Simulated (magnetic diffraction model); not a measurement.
# Solving a magnetic structure from powder neutron data: Nd2ZnCo2S8

Space group Imm2 (no. 44), a = 7.1910 Å, b = 8.0540 Å, c = 10.7960 Å.

```
site  atom       x       y       z
  4d    Nd     1/2  0.2378  0.5051
  2b    Zn     1/2       0  0.1469
  4c    Co  0.7474       0  0.7518
  4c     S  0.7647       0  0.9942
  4d     S     1/2  0.7956  0.7356
  4d     S       0  0.7819  0.7627
  4c     S  0.2506       0  0.5144
```

The compound is invented for this exercise: a known structure type with other elements, its cell scaled to their sizes and not relaxed.

Only Nd and Co are taken to order (form factors of Nd3+ and Co4+); orders and moment sizes are assumed, and not adapted to the symmetry. Radiation: neutrons of λ = 1.8 Å, 3° to 40°; isotropic B of 0.28 Å² (Nd), 0.36 Å² (Zn), 0.46 Å² (Co) and 0.45 Å² (S). The intensities are simulated: I ∝ L Σ (|F_N|² + |F_M⊥|²) for unpolarised neutrons, with F_M = 2.695 fm/μB × Σ f(s) S exp(2πi Q·r) exp(−B s²) at Q = H ± k (one set where k and −k are equivalent), only the part normal to Q counting and L = 1/(sin²θ cos θ). For collinear order S is the moment m, which repeats by lattice and centring translations R with the sign exp(−2πi k·R). Form factors are spin-only for 3d ions and dipole or tabulated for f ions, scattering lengths are Sears's of 1992, and absorption is left out. A label names one of the reflections at its angle. The strongest nuclear line in the range is 100, and lines under 0.2 are left out.

Above the ordering temperature:

```
2θ (°)    index      I
 16.03  (0 1 1)    9.1
 17.30  (1 0 1)   74.6
 19.20  (0 0 2)   19.9
 19.32  (1 1 0)   14.5
 25.83  (0 2 0)    0.9
 27.36  (1 1 2)   11.9
 28.99  (2 0 0)   18.2
 31.25  (1 2 1)   90.8
 31.80  (0 1 3)   11.0
 32.38  (0 2 2)    2.8
 32.48  (1 0 3)   37.3
 33.30  (2 1 1)   12.8
 35.01  (2 0 2)    4.8
 38.96  (0 0 4)   54.2
 39.21  (2 2 0)  100.0
```

Below it (cell unchanged):

| 2θ (°) | I |
| --- | --- |
| 9.62 | 361.9 |
| 13.58 | 102.5 |
| 16.03 | 9.1 |
| 17.30 | 74.6 |
| 19.20 | 19.9 |
| 19.32 | 14.5 |
| 20.61 | 1.5 |
| 21.51 | 15.7 |
| 22.59 | 1.7 |
| 22.77 | 50.6 |
| 24.58 | 44.0 |
| 25.83 | 0.9 |
| 27.36 | 11.9 |
| 28.31 | 35.1 |
| 28.99 | 18.2 |
| 29.15 | 29.2 |
| 29.81 | 35.9 |
| 30.59 | 28.7 |
| 30.75 | 3.3 |
| 31.25 | 90.8 |
| 31.80 | 11.0 |
| 32.38 | 2.8 |
| 32.48 | 37.3 |
| 33.27 | 1.2 |
| 33.30 | 12.8 |
| 34.70 | 7.6 |
| 35.01 | 4.8 |
| 35.14 | 5.1 |
| 35.82 | 20.8 |
| 37.04 | 19.5 |
| 37.06 | 1.4 |
| 38.37 | 8.3 |
| 38.70 | 28.1 |
| 38.96 | 54.2 |
| 39.21 | 100.0 |
| 39.34 | 0.3 |

**Question.** Check that the new lines index with k = (1/2 1/2 1), then choose among these models:
A. collinear moments along [001], 2 μB on Nd and 4.38 μB on Co; signs + at (1/2, 0.2378, 0.5051), + at (1/2, 0.7622, 0.5051), − at (0.7474, 0, 0.7518), + at (0.2526, 0, 0.7518)
B. collinear moments along [110], 2 μB on Nd and 4.38 μB on Co; signs + at (1/2, 0.2378, 0.5051), − at (1/2, 0.7622, 0.5051), + at (0.7474, 0, 0.7518), + at (0.2526, 0, 0.7518)
C. collinear moments along [110], 2 μB on Nd and 4.38 μB on Co; signs + at (1/2, 0.2378, 0.5051), + at (1/2, 0.7622, 0.5051), − at (0.7474, 0, 0.7518), + at (0.2526, 0, 0.7518)
D. collinear moments along [001], 2 μB on Nd and 4.38 μB on Co; signs + at (1/2, 0.2378, 0.5051), − at (1/2, 0.7622, 0.5051), + at (0.7474, 0, 0.7518), + at (0.2526, 0, 0.7518)

The new lines index as (1/2 -1/2 0) at 9.62°, (1/2 1/2 1) at 13.58°, (1/2 3/2 0) at 20.61° and (1/2 -1/2 2) at 21.51°, that is as H ± k with k = (1/2 1/2 1), one of 2 inequivalent arms of its star (k and −k counted as one), which a powder can't tell apart. Half indices mean that the moments reverse under translations with k·R a half-integer, and the magnetic cell has twice the primitive volume.

Magnetic intensity, observed (below minus above) and for each model:

| 2θ (°) | index | observed | A | B | C | D |
| --- | --- | --- | --- | --- | --- | --- |
| 9.62 | (1/2 -1/2 0) | 361.9 | 337.1 | 361.9 | 337.1 | 361.9 |
| 21.51 | (1/2 -1/2 2) | 15.7 | 3.4 | 15.7 | 16.9 | 3.2 |
| 30.59 | (1/2 1/2 3) | 28.7 | 3.4 | 28.7 | 29.9 | 3.2 |
| 30.75 | (3/2 3/2 1) | 3.3 | 31.0 | 3.3 | 3.8 | 27.0 |
| 34.70 | (1/2 5/2 1) | 7.6 | 20.4 | 7.6 | 6.6 | 23.7 |
| 35.82 | (1/2 -3/2 3) | 20.8 | 7.3 | 20.8 | 20.1 | 7.6 |
| 37.04 | (3/2 -1/2 3) | 19.5 | 7.5 | 19.5 | 18.4 | 8.0 |
| 39.34 | (3/2 5/2 0) | 0.3 | 14.2 | 0.3 | 0.3 | 17.3 |

Model B matches.

The structure used: k = (1/2 1/2 1), collinear moments along [110], 2 μB on Nd and 4.38 μB on Co; signs + at (1/2, 0.2378, 0.5051), − at (1/2, 0.7622, 0.5051), + at (0.7474, 0, 0.7518), + at (0.2526, 0, 0.7518).

[Logs are printed without paths, hosts, clocks, repeated set-up lines and the standing remarks that a program may print on its own settings, such as how far it seeks lower states.]
